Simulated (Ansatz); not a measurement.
**Ca2La: relaxing a made-up structure**

Starting from a made-up structure for Ca2La, the aim is the relaxed cell, its shortest contacts and, where a second run follows, its electronic structure.

Method: DFT, PBE, plane-wave PAW, default files, scalar-relativistic, no spin, cell and ions relaxed at zero pressure, in Ansatz 0.2.0.

## (1) The structure

It takes space group P-3m1 (No. 164, trigonal). Conventional cell: a = 5.576 Å, b = 5.576 Å, c = 3.939 Å, α = 90.00°, β = 90.00°, γ = 120.00°. La has 12 Ca at 3.63 to 3.93 Å and 2 La at 3.94 Å nearest. Nearest to Ca lie 5 Ca at 3.27 to 3.94 Å and 6 La at 3.63 to 3.93 Å. Farther neighbours are not listed.

As a file:

```cif
data_structure
_symmetry_space_group_name_H-M 'P 1'
_symmetry_Int_Tables_number 1
_cell_length_a 5.5760
_cell_length_b 5.5760
_cell_length_c 3.9390
_cell_angle_alpha 90.000
_cell_angle_beta 90.000
_cell_angle_gamma 120.000
_cell_volume 106.06
loop_
_atom_site_label
_atom_site_type_symbol
_atom_site_fract_x
_atom_site_fract_y
_atom_site_fract_z
_atom_site_occupancy
La1 La 0.00000 0.00000 0.00000 1
Ca2 Ca 0.66667 0.33333 0.57210 1
Ca3 Ca 0.33333 0.66667 0.42790 1
```

## (2) Relaxation of the guess

The guess takes its coordinates from another compound and its volume from a rule, so the cell and any free coordinates are relaxed together.

input.yaml reads:

```yaml
crystal:
  lattice:
    - [5.576, 0.0, 0.0]
    - [-2.788, 4.828957652, 0.0]
    - [0.0, 0.0, 3.939]
  atoms:
    - { symbol: La, position: [0.0, 0.0, 0.0] }
    - { symbol: Ca, position: [0.666666667, 0.333333333, 0.5721] }
    - { symbol: Ca, position: [0.333333333, 0.666666667, 0.4279] }
kpoints:
  mp_grid: { grid: [6, 6, 7] }
scf:
  occupations: { method: fermi_dirac, width: 0.05 }
hamiltonian:
  xc: pbe
  pseudopotentials: { kind: paw }
relax:
  f_tol: 0.015
  max_steps: 70
  cell: {}
output:
  forces: true
  stress: true
```

Launch:

```
ansatz run input.yaml --threads 4 --pin off --max-ram 8192MiB --backend cpu --events-out ev --progress --plain --runs-dir out
```

Numbers of over 12 decimals in the logs are rounded to 6 here.

Log:

```text
Engine: ansatz 0.2.0, aarch64-unknown-linux-gnu
Pseudopotentials: kind: paw
Pseudopotential: La, paw, valence charge 11, recommended cutoff 420 eV (normal), La.paw.azcp
Pseudopotential: Ca, paw, valence charge 10, recommended cutoff 420 eV (normal), Ca.paw.azcp
Functional definition: PBE
  parameter kappa = 0.804
  parameter beta = 0.066725
  exchange = pbe_x(kappa = kappa, mu = beta*pi^2/3)
  correlation = pbe_c(beta = beta)
Crystal: 3 atoms, lattice volume = 106.063 Å³
Basis set: ecut = 420 eV, 2077 PW (Γ), exchange–correlation on 80×80×54 points (8 copies of the dense FFT grid, shifted against one another)
Bands: 20, of which v1, the nominal top of the filled ones, is band 16 counted from 1 (15 counted from 0)
Symmetry: 12 space group operations
Space group: P-3m1 (ITA 164), of the structure as read, at distance tolerance 4.7e-5 Å
k-points: 37 of 252
Non-local potential: La, projectors of the file, l = 0: 3, l = 1: 2, l = 2: 2, l = 3: 3
Non-local potential: Ca, projectors of the file, l = 0: 3, l = 1: 2, l = 2: 2
PAW form: soft (Blöchl's): semilocal exchange-correlation on the pseudo side does not see the compensation charge
PAW one-centre angular grid: La, 590 points (default); XC on 64 Gauss nodes
PAW one-centre angular grid: Ca, 110 points (default); XC on 64 Gauss nodes
Initial density: superposition of atomic densities (neutral atoms: chi_scale 0, normalization atom), corrected by the library's trained network
Initial wavefunctions: pseudopotential atomic-orbital guess
Functional: x = pbe(κ = 0.804, μ = 0.219515), c = pbe(β = 0.066725)
SCF iter   1: F=—  HF=-9883.169813 eV  |F-HF|=—  |Δ(HF+E_count)|=         —  Δρ=2.47e-3  dr2=9.75e-3  ethr=1.77e-3  ⟨swp⟩=7.4  Hψ=4139  notcnv=0
preconditioner: auto → Kerker (q_TF=auto, 2.223 Å⁻¹)  [metal: Δε(μ)=0.007 eV  Ē_g=1.957 eV  σ=0.050 eV  W_gap=0.04  n_scr=20 (ndim 8)  ℏωp=9.5 eV  f_vac=0.000  D(μ)=4.89/eV (n_scr^D=44)]
SCF iter   2: F=—  HF=-9883.173145 eV  |F-HF|=—  |Δ(HF+E_count)|=   3.33e-3  Δρ=1.35e-3  dr2=2.53e-3  ethr=3.14e-5  ⟨swp⟩=2.4  Hψ=1613  notcnv=0
SCF iter   3: F=—  HF=-9883.173732 eV  |F-HF|=—  |Δ(HF+E_count)|=   5.87e-4  Δρ=3.34e-4  dr2=3.25e-4  ethr=8.15e-6  ⟨swp⟩=2.2  Hψ=1312  notcnv=0
SCF iter   4: F=—  HF=-9883.173729 eV  |F-HF|=—  |Δ(HF+E_count)|=   3.43e-6  Δρ=1.05e-4  dr2=2.07e-5  ethr=1.05e-6  ⟨swp⟩=2.0  Hψ=913  notcnv=0
SCF iter   5: F=—  HF=-9883.173771 eV  |F-HF|=—  |Δ(HF+E_count)|=   4.23e-5  Δρ=2.63e-5  dr2=1.36e-6  ethr=6.66e-8  ⟨swp⟩=2.0  Hψ=1097  notcnv=0
SCF iter   6: F=-9883.173771 eV  HF=-9883.173771 eV  |F-HF|=1.00e-8  |Δ(HF+E_count)|=   1.11e-7  Δρ=5.41e-6  dr2=4.43e-8  ethr=3.23e-10  ⟨swp⟩=3.8  Hψ=3272  notcnv=0
SCF 1 converged in 6 iterations: F = -9883.173771 eV  dr2 = 4.43e-8
  greatest PAW one-centre occupation: 0.996 electrons in one spin orbital (limit 2), on the Ca atom at site 2 (counted from 0), in its partial waves of l = 0
relax step   1: F+E_penalty+E_count = -9883.17377100 eV  Δ(F+E_penalty+E_count) = +0.000e0 eV  max|allowed force component| = 1.424e-1 eV/Å  Δτ_max = 0.0000 Å  P = +3.283 GPa  Ω = 106.063 Å³  (6 SCF iters, dr2 threshold 1.00e-7 eV, accepted)
Crystal: 3 atoms, lattice volume = 113.254 Å³
Basis set: ecut = 420 eV, 2221 PW (Γ), exchange–correlation on 80×80×54 points (8 copies of the dense FFT grid, shifted against one another)
Initial density: handed on by an earlier stage of this run
Initial wavefunctions: those handed on with the density
iter 1 solved again at ethr=3.27e-5 eV; its pass at ethr=3.10e-3 eV (dr2=1.01e-2 eV) is discarded
SCF iter   1: F=—  HF=-9883.477217 eV  |F-HF|=—  |Δ(HF+E_count)|=         —  Δρ=2.51e-3  dr2=1.08e-2  ethr=3.27e-5  ⟨swp⟩=2.2  Hψ=7421  notcnv=0
preconditioner: auto → Kerker (q_TF=auto, 2.198 Å⁻¹)  [metal: Δε(μ)=0.038 eV  Ē_g=1.860 eV  σ=0.050 eV  W_gap=0.19  n_scr=26 (ndim 8)  ℏωp=9.2 eV  f_vac=0.000  D(μ)=4.76/eV (n_scr^D=44)]
SCF iter   2: F=—  HF=-9883.475998 eV  |F-HF|=—  |Δ(HF+E_count)|=   1.22e-3  Δρ=1.33e-3  dr2=2.33e-3  ethr=3.27e-5  ⟨swp⟩=3.8  Hψ=1105  notcnv=0  defer=1
SCF iter   3: F=—  HF=-9883.476265 eV  |F-HF|=—  |Δ(HF+E_count)|=   2.68e-4  Δρ=3.34e-4  dr2=1.39e-4  ethr=7.50e-6  ⟨swp⟩=2.7  Hψ=1313  notcnv=0
SCF iter   4: F=—  HF=-9883.476340 eV  |F-HF|=—  |Δ(HF+E_count)|=   7.47e-5  Δρ=9.90e-5  dr2=1.82e-5  ethr=4.48e-7  ⟨swp⟩=2.5  Hψ=1224  notcnv=0
SCF iter   5: F=—  HF=-9883.476342 eV  |F-HF|=—  |Δ(HF+E_count)|=   1.50e-6  Δρ=2.59e-5  dr2=1.50e-6  ethr=5.88e-8  ⟨swp⟩=2.9  Hψ=1340  notcnv=0
SCF iter   6: F=-9883.476341 eV  HF=-9883.476341 eV  |F-HF|=3.49e-8  |Δ(HF+E_count)|=   2.07e-7  Δρ=7.38e-6  dr2=7.74e-8  ethr=9.68e-10  ⟨swp⟩=5.9  Hψ=3512  notcnv=0
SCF 2 converged in 6 iterations: F = -9883.476341 eV  dr2 = 7.74e-8
relax step   2: F+E_penalty+E_count = -9883.47634135 eV  Δ(F+E_penalty+E_count) = -3.026e-1 eV  max|allowed force component| = 7.123e-2 eV/Å  Δτ_max = 0.0372 Å  P = +1.334 GPa  Ω = 113.254 Å³  energy of the carried Pulay correction = -2.256e-4 eV  (6 SCF iters, dr2 threshold 3.00e-7 eV, accepted)
Crystal: 3 atoms, lattice volume = 117.483 Å³
Basis set: ecut = 420 eV, 2299 PW (Γ), exchange–correlation on 80×80×54 points (8 copies of the dense FFT grid, shifted against one another)
iter 1 solved again at ethr=7.44e-5 eV; its pass at ethr=3.10e-3 eV (dr2=2.31e-2 eV) is discarded
SCF iter   1: F=—  HF=-9883.592145 eV  |F-HF|=—  |Δ(HF+E_count)|=         —  Δρ=2.78e-3  dr2=2.40e-2  ethr=7.44e-5  ⟨swp⟩=2.0  Hψ=7666  notcnv=0
preconditioner: auto → Kerker (q_TF=auto, 2.185 Å⁻¹)  [metal: Δε(μ)=0.010 eV  Ē_g=1.832 eV  σ=0.050 eV  W_gap=0.05  n_scr=26 (ndim 8)  ℏωp=9.1 eV  f_vac=0.000  D(μ)=5.20/eV (n_scr^D=44)]
SCF iter   2: F=—  HF=-9883.589478 eV  |F-HF|=—  |Δ(HF+E_count)|=   2.67e-3  Δρ=1.44e-3  dr2=5.12e-3  ethr=7.44e-5  ⟨swp⟩=3.7  Hψ=1088  notcnv=0
SCF iter   3: F=—  HF=-9883.589702 eV  |F-HF|=—  |Δ(HF+E_count)|=   2.24e-4  Δρ=3.97e-4  dr2=3.15e-4  ethr=1.65e-5  ⟨swp⟩=2.4  Hψ=1068  notcnv=0
SCF iter   4: F=—  HF=-9883.589777 eV  |F-HF|=—  |Δ(HF+E_count)|=   7.52e-5  Δρ=1.54e-4  dr2=6.64e-5  ethr=1.01e-6  ⟨swp⟩=3.1  Hψ=1508  notcnv=0
SCF iter   5: F=—  HF=-9883.589742 eV  |F-HF|=—  |Δ(HF+E_count)|=   3.53e-5  Δρ=3.78e-5  dr2=4.21e-6  ethr=2.14e-7  ⟨swp⟩=1.9  Hψ=860  notcnv=0
SCF iter   6: F=-9883.589742 eV  HF=-9883.589742 eV  |F-HF|=3.77e-8  |Δ(HF+E_count)|=   4.14e-8  Δρ=1.03e-5  dr2=1.68e-7  ethr=9.68e-10  ⟨swp⟩=4.7  Hψ=4027  notcnv=0
SCF 3 converged in 6 iterations: F = -9883.589742 eV  dr2 = 1.68e-7
relax step   3: F+E_penalty+E_count = -9883.58974198 eV  Δ(F+E_penalty+E_count) = -1.134e-1 eV  max|allowed force component| = 2.404e-2 eV/Å  Δτ_max = 0.0374 Å  P = +0.453 GPa  Ω = 117.483 Å³  energy of the carried Pulay correction = -3.515e-4 eV  (6 SCF iters, dr2 threshold 3.00e-7 eV, accepted)
Crystal: 3 atoms, lattice volume = 119.596 Å³
Basis set: ecut = 420 eV, 2311 PW (Γ), exchange–correlation on 80×80×54 points (8 copies of the dense FFT grid, shifted against one another)
iter 1 solved again at ethr=2.34e-6 eV; its pass at ethr=3.10e-3 eV (dr2=7.26e-4 eV) is discarded
SCF iter   1: F=—  HF=-9883.593974 eV  |F-HF|=—  |Δ(HF+E_count)|=         —  Δρ=5.61e-4  dr2=7.23e-4  ethr=2.34e-6  ⟨swp⟩=3.0  Hψ=7102  notcnv=0
preconditioner: auto → Kerker (q_TF=auto, 2.179 Å⁻¹)  [metal: Δε(μ)=0.014 eV  Ē_g=1.840 eV  σ=0.050 eV  W_gap=0.07  n_scr=26 (ndim 8)  ℏωp=9.0 eV  f_vac=0.000  D(μ)=5.42/eV (n_scr^D=44)]
SCF iter   2: F=—  HF=-9883.593883 eV  |F-HF|=—  |Δ(HF+E_count)|=   9.06e-5  Δρ=3.34e-4  dr2=2.70e-4  ethr=2.33e-6  ⟨swp⟩=1.1  Hψ=744  notcnv=0
SCF iter   3: F=—  HF=-9883.593820 eV  |F-HF|=—  |Δ(HF+E_count)|=   6.35e-5  Δρ=6.31e-5  dr2=4.61e-6  ethr=8.72e-7  ⟨swp⟩=2.1  Hψ=1105  notcnv=0
SCF iter   4: F=—  HF=-9883.593821 eV  |F-HF|=—  |Δ(HF+E_count)|=   1.26e-6  Δρ=2.65e-5  dr2=1.11e-6  ethr=1.49e-8  ⟨swp⟩=2.3  Hψ=1357  notcnv=0
SCF iter   5: F=-9883.593821 eV  HF=-9883.593821 eV  |F-HF|=4.19e-8  |Δ(HF+E_count)|=   1.69e-7  Δρ=7.42e-6  dr2=1.34e-7  ethr=9.68e-10  ⟨swp⟩=6.0  Hψ=3376  notcnv=0
SCF 4 converged in 5 iterations: F = -9883.593821 eV  dr2 = 1.34e-7
relax step   4: F+E_penalty+E_count = -9883.59382091 eV  Δ(F+E_penalty+E_count) = -4.079e-3 eV  max|allowed force component| = 2.211e-2 eV/Å  Δτ_max = 0.0153 Å  P = +0.058 GPa  Ω = 119.596 Å³  energy of the carried Pulay correction = -4.126e-4 eV  (5 SCF iters, dr2 threshold 3.00e-7 eV, accepted)
Crystal: 3 atoms, lattice volume = 119.656 Å³
iter 1 solved again at ethr=4.73e-7 eV; its pass at ethr=3.10e-3 eV (dr2=1.47e-4 eV) is discarded
SCF iter   1: F=—  HF=-9883.594870 eV  |F-HF|=—  |Δ(HF+E_count)|=         —  Δρ=5.16e-4  dr2=2.29e-4  ethr=4.73e-7  ⟨swp⟩=3.3  Hψ=6506  notcnv=0
preconditioner: auto → Kerker (q_TF=auto, 2.178 Å⁻¹)  [metal: Δε(μ)=0.034 eV  Ē_g=1.841 eV  σ=0.050 eV  W_gap=0.16  n_scr=26 (ndim 8)  ℏωp=9.0 eV  f_vac=0.000  D(μ)=5.43/eV (n_scr^D=44)]
SCF iter   2: F=—  HF=-9883.594890 eV  |F-HF|=—  |Δ(HF+E_count)|=   2.00e-5  Δρ=3.08e-4  dr2=7.59e-5  ethr=4.73e-7  ⟨swp⟩=2.0  Hψ=1183  notcnv=0
SCF iter   3: F=—  HF=-9883.594879 eV  |F-HF|=—  |Δ(HF+E_count)|=   1.09e-5  Δρ=4.10e-5  dr2=2.33e-6  ethr=2.45e-7  ⟨swp⟩=2.2  Hψ=993  notcnv=0
SCF iter   4: F=—  HF=-9883.594880 eV  |F-HF|=—  |Δ(HF+E_count)|=   1.36e-6  Δρ=1.39e-5  dr2=3.59e-7  ethr=7.50e-9  ⟨swp⟩=2.0  Hψ=1216  notcnv=0
SCF iter   5: F=-9883.594880 eV  HF=-9883.594880 eV  |F-HF|=1.09e-9  |Δ(HF+E_count)|=   2.75e-8  Δρ=2.61e-6  dr2=9.69e-9  ethr=9.86e-11  ⟨swp⟩=5.1  Hψ=4226  notcnv=0
SCF 5 converged in 5 iterations: F = -9883.594880 eV  dr2 = 9.69e-9
relax step   5: F+E_penalty+E_count = -9883.59488041 eV  Δ(F+E_penalty+E_count) = -1.060e-3 eV  max|allowed force component| = 1.423e-2 eV/Å  Δτ_max = 0.0308 Å  P = +0.047 GPa  Ω = 119.656 Å³  energy of the carried Pulay correction = -4.143e-4 eV  (5 SCF iters, dr2 threshold 3.06e-8 eV, accepted)
Crystal: 3 atoms, lattice volume = 119.950 Å³
Basis set: ecut = 420 eV, 2323 PW (Γ), exchange–correlation on 80×80×54 points (8 copies of the dense FFT grid, shifted against one another)
iter 1 solved again at ethr=6.79e-7 eV; its pass at ethr=3.10e-3 eV (dr2=2.10e-4 eV) is discarded
SCF iter   1: F=—  HF=-9883.595456 eV  |F-HF|=—  |Δ(HF+E_count)|=         —  Δρ=6.11e-4  dr2=3.14e-4  ethr=6.79e-7  ⟨swp⟩=3.3  Hψ=6513  notcnv=0
preconditioner: auto → Kerker (q_TF=auto, 2.177 Å⁻¹)  [metal: Δε(μ)=0.017 eV  Ē_g=1.839 eV  σ=0.050 eV  W_gap=0.09  n_scr=26 (ndim 8)  ℏωp=9.0 eV  f_vac=0.000  D(μ)=5.45/eV (n_scr^D=44)]
SCF iter   2: F=—  HF=-9883.595482 eV  |F-HF|=—  |Δ(HF+E_count)|=   2.56e-5  Δρ=3.65e-4  dr2=1.07e-4  ethr=6.79e-7  ⟨swp⟩=1.6  Hψ=1086  notcnv=0
SCF iter   3: F=—  HF=-9883.595513 eV  |F-HF|=—  |Δ(HF+E_count)|=   3.12e-5  Δρ=4.65e-5  dr2=3.04e-6  ethr=3.46e-7  ⟨swp⟩=2.4  Hψ=1078  notcnv=0
SCF iter   4: F=—  HF=-9883.595478 eV  |F-HF|=—  |Δ(HF+E_count)|=   3.52e-5  Δρ=1.57e-5  dr2=4.85e-7  ethr=9.80e-9  ⟨swp⟩=2.1  Hψ=1254  notcnv=0
SCF iter   5: F=—  HF=-9883.595478 eV  |F-HF|=—  |Δ(HF+E_count)|=   2.68e-8  Δρ=3.06e-6  dr2=1.51e-8  ethr=1.56e-9  ⟨swp⟩=2.2  Hψ=1257  notcnv=0
SCF iter   6: F=-9883.595478 eV  HF=-9883.595478 eV  |F-HF|=9.28e-11  |Δ(HF+E_count)|=  3.86e-10  Δρ=6.23e-7  dr2=5.76e-10  ethr=2.78e-11  ⟨swp⟩=6.2  Hψ=3500  notcnv=0
SCF 6 converged in 6 iterations: F = -9883.595478 eV  dr2 = 5.76e-10
relax step   6: F+E_penalty+E_count = -9883.59547774 eV  Δ(F+E_penalty+E_count) = -5.973e-4 eV  max|allowed force component| = 1.837e-3 eV/Å  Δτ_max = 0.0365 Å  P = -0.006 GPa  Ω = 119.950 Å³  energy of the carried Pulay correction = -4.228e-4 eV  (6 SCF iters, dr2 threshold 8.63e-9 eV, accepted)
Basis set: ecut = 420 eV, 2323 PW (Γ), exchange–correlation on 90×90×50 points (8 copies of the dense FFT grid, shifted against one another)
Initial wavefunctions: pseudopotential atomic-orbital guess (no wavefunctions were taken with the density)
iter 1 solved again at ethr=3.82e-6 eV; its pass at ethr=3.10e-3 eV (dr2=1.18e-3 eV) is discarded
SCF iter   1: F=—  HF=-9883.597446 eV  |F-HF|=—  |Δ(HF+E_count)|=         —  Δρ=1.47e-4  dr2=3.24e-6  ethr=3.82e-6  ⟨swp⟩=3.1  Hψ=5955  notcnv=0
eigensolver tolerance schedule: the retry pair's looser diagonalisation over-reported the residual by 364.80 of it (diagonalisation noise at 0.82 of the residual, at the tolerance the schedule requests for it); recorded, not acted on — ethr = c·dr2/N_el stays at c = 1.0e-1
preconditioner: auto → Kerker (q_TF=auto, 2.177 Å⁻¹)  [metal: Δε(μ)=0.020 eV  Ē_g=1.839 eV  σ=0.050 eV  W_gap=0.10  n_scr=26 (ndim 8)  ℏωp=9.0 eV  f_vac=0.000  D(μ)=5.44/eV (n_scr^D=44)]
SCF iter   2: F=—  HF=-9883.597481 eV  |F-HF|=—  |Δ(HF+E_count)|=   3.47e-5  Δρ=7.74e-5  dr2=8.78e-7  ethr=1.04e-8  ⟨swp⟩=2.7  Hψ=1423  notcnv=0
SCF iter   3: F=—  HF=-9883.597483 eV  |F-HF|=—  |Δ(HF+E_count)|=   2.49e-6  Δρ=2.81e-6  dr2=1.06e-8  ethr=2.83e-9  ⟨swp⟩=2.0  Hψ=1251  notcnv=0
SCF iter   4: F=—  HF=-9883.597483 eV  |F-HF|=—  |Δ(HF+E_count)|=   3.00e-9  Δρ=9.06e-7  dr2=6.39e-10  ethr=3.43e-11  ⟨swp⟩=2.2  Hψ=1307  notcnv=0
SCF iter   5: F=—  HF=-9883.597483 eV  |F-HF|=—  |Δ(HF+E_count)|=  4.91e-10  Δρ=2.50e-7  dr2=1.31e-10  ethr=2.06e-12  ⟨swp⟩=2.0  Hψ=1220  notcnv=0
SCF iter   6: F=-9883.597483 eV  HF=-9883.597483 eV  |F-HF|=1.82e-12  |Δ(HF+E_count)|=    0.00e0  Δρ=6.71e-8  dr2=9.59e-12  ethr=1.00e-12  ⟨swp⟩=6.8  Hψ=3566  notcnv=0
SCF 7 converged in 6 iterations: F = -9883.597483 eV  dr2 = 9.59e-12
relax step   7: F+E_penalty+E_count = -9883.59748346 eV  Δ(F+E_penalty+E_count) = -2.006e-3 eV  max|allowed force component| = 1.824e-3 eV/Å  Δτ_max = 0.0000 Å  P = +0.029 GPa  Ω = 119.950 Å³  stress off target by 4.30e-2 GPa  SCF on the basis re-selected at this cell (its energy is not comparable with the rows above)  (6 SCF iters)
basis re-selected at this cell: Δ(F+E_penalty+E_count) = -2.006e-3 eV, ΔP = +0.035 GPa vs the last step (what re-selecting the basis moved, of the pressure what is left beyond the Pulay correction that the steps carried, after the strain that the cell walked since its last selection, with what the two solves' SCF thresholds leave and, on support functions, any second-order correction that the steps lacked; it is no measure of the basis error at this ecutwfc). The dense FFT grid was sized anew with the basis: this SCF ran on 45×45×25 points, the steps before it on 40×40×27, so part of this shift can come from that change (see relax.cell in the input reference). [rest of the remark cut]
SCF converged after 6 iterations
Free energy (F): -9883.597483 eV
Harris-Foulkes:  -9883.597483 eV  (|F-HF|=1.82e-12)
Internal energy: -9883.554208 eV  (E = F + TS)
E sigma→0 (E₀):  -9883.575846 eV
Entropy (-TS):   -0.043275 eV (-14.425 meV/atom)
Fermi energy:    6.906906 eV
--- Per-component energies (eV) ---
  E_band       = -399.894060
  E_kinetic    = 743.832453
  E_local      = -2025.513822  (includes V_loc(G=0)·N_el)
  E_nonlocal   = 221.556052
  E_hartree    = 668.797728
  E_xc         = -410.821261
  E_vxc        = -485.890606  (∫ρ·V_xc dr)
  E_paw        = -7131.979719  (= ΣΔE_a)
  E_vpaw       = -191.473541  (= ΣTr[D̂ρ^β])
  E_aug_tail   = -0.000013  (compensation charges beyond the density's cutoff)
  E_ewald      = -1949.425626
  E_smearing   = -0.043275  (= −TS)
  E_closure    = 0.000000  (closes the sum)
  Σ components = -9883.597483   (vs F -9883.597483, Δ=0.00e0)
--- Forces (eV/Å), atoms counted from 1 ---
  atom   1  La     0.00000000     0.00000000     0.00000000
  atom   2  Ca    -0.00000000     0.00000000     0.00182410
  atom   3  Ca     0.00000000    -0.00000000    -0.00182410
  max |Σ_I F_I| component: 3.47e-18 eV/Å
--- Stress (GPa, compression-positive) ---
        0.042957      -0.000000      -0.000000
       -0.000000       0.042957       0.000000
       -0.000000       0.000000       0.002353
  P = ⅓ Tr σ = 0.0294 GPa (0.294 kbar)
--- Relaxed structure (6 steps of the walk, 6 accepted, 1 SCFs on fresh bases) ---
  F+E_penalty+E_count = -9883.59748346 eV   max|allowed force component| = 1.824e-3 eV/Å   (the final SCF, on the basis selected at the relaxed cell)
  cell:  # Å, volume = 119.9497 Å³
    - [6.142686, 0, 6.9174695816749756e-18]
    - [-3.071343, 5.319722, -3.45873479083749e-18]
    - [4.886641442039601e-18, 0, 3.670727]
  atoms:
    - { symbol: La, position: [0, 0, 0] }
    - { symbol: Ca, position: [0.666667, 0.333333, 0.611983] }
    - { symbol: Ca, position: [0.333333, 0.666667, 0.388017] }
```

It took 10 s on 4 threads of Arm Neoverse V1, shared host; peak memory 0.47 GiB; 39 s of CPU time.

Relaxation path:

```tsv
step	energy less that of the first step (eV)	largest force component (eV/Å)	pressure (GPa)	volume (Å³)
1	0.0000	0.1424	3.28	106.06
2	-0.3026	0.0712	1.33	113.25
3	-0.4160	0.0240	0.45	117.48
4	-0.4201	0.0221	0.06	119.60
5	-0.4211	0.0142	0.05	119.66
6	-0.4217	0.0018	-0.01	119.95
7*	-0.4237	0.0018	0.03	119.95
```

Relaxation steps marked * repeat the geometry before them on a plane-wave basis chosen anew for their cell, so energy and pressure can jump there.

The run keeps the 12 symmetry operations that it works with, so distortions that break them were not tested.

```tsv
conventional cell, symmetrised	before	after	change
a (Å)	5.576	6.143	+10.2 %
b (Å)	5.576	6.143	+10.2 %
c (Å)	3.939	3.671	-6.8 %
volume (Å³/atom)	35.35	39.98	+13.1 %
```

The atoms that moved most (Å, as changes of fractional coordinates times the final cell):

```tsv
atom	dx	dy	dz	length
Ca2	0.000	0.000	0.146	0.146
Ca3	0.000	0.000	-0.146	0.146
```

The relaxed structure:

```
La Ca
1.0
     6.14269    0.00000    0.00000
    -3.07134    5.31972    0.00000
     0.00000    0.00000    3.67073
La Ca
1 2
Direct
  0.00000 0.00000 0.00000
  0.66667 0.33333 0.61198
  0.33333 0.66667 0.38802
```

This step gave:

```yaml
free_energy: -9883.5975 eV
energy_at_zero_smearing: -9883.5758 eV
smearing_term_ts: 0.04328 eV
fermi_energy: 6.907 eV
electrons: 31
symmetry_operations: 12
pressure: 0.02942 GPa
```

The shortest distance of each pair, which need not be the same contact before and after:

```tsv
pair	guess (Å)	relaxed (Å)
Ca–Ca	3.269	3.641
La–La	3.939	3.671
Ca–La	3.634	3.822
```

The relaxation ends with a largest force component of 0.0018 eV/Å and a pressure of 0.03 GPa.

## (3) What came out

```
space group, relaxed : P-3m1
conventional cell    : a = 6.143, b = 6.143, c = 3.671 Å; α = 90.0°, β = 90.0°, γ = 120.0°
volume per atom      : 39.98 Å³ (guess 35.35)
```

Ca2La relaxes to P-3m1 with a = 6.143, b = 6.143 and c = 3.671 Å. The guessed volume was 12 % too small. The space group P-3m1 was held in the relaxation, so the end point is a stationary structure within it and may be a saddle against distortions or other arrangements. Mesh and cutoff weren't tested. A vector of the cell changed its length by 10 %, more than the volume shows. Spin-orbit coupling is left out, which can matter for elements this heavy. No dispersion term is used, so weakly bound directions may come out too long. Nothing here tests whether the compound is stable against decomposition.

[Logs are printed without paths, hosts, clocks, repeated set-up lines and the standing remarks that a program may print on its own settings, such as how far it seeks lower states.]

[Hosts, paths, dates, database ids (printed as entryN), source tags and the programs' standing remarks are cut or masked in the printed files.]
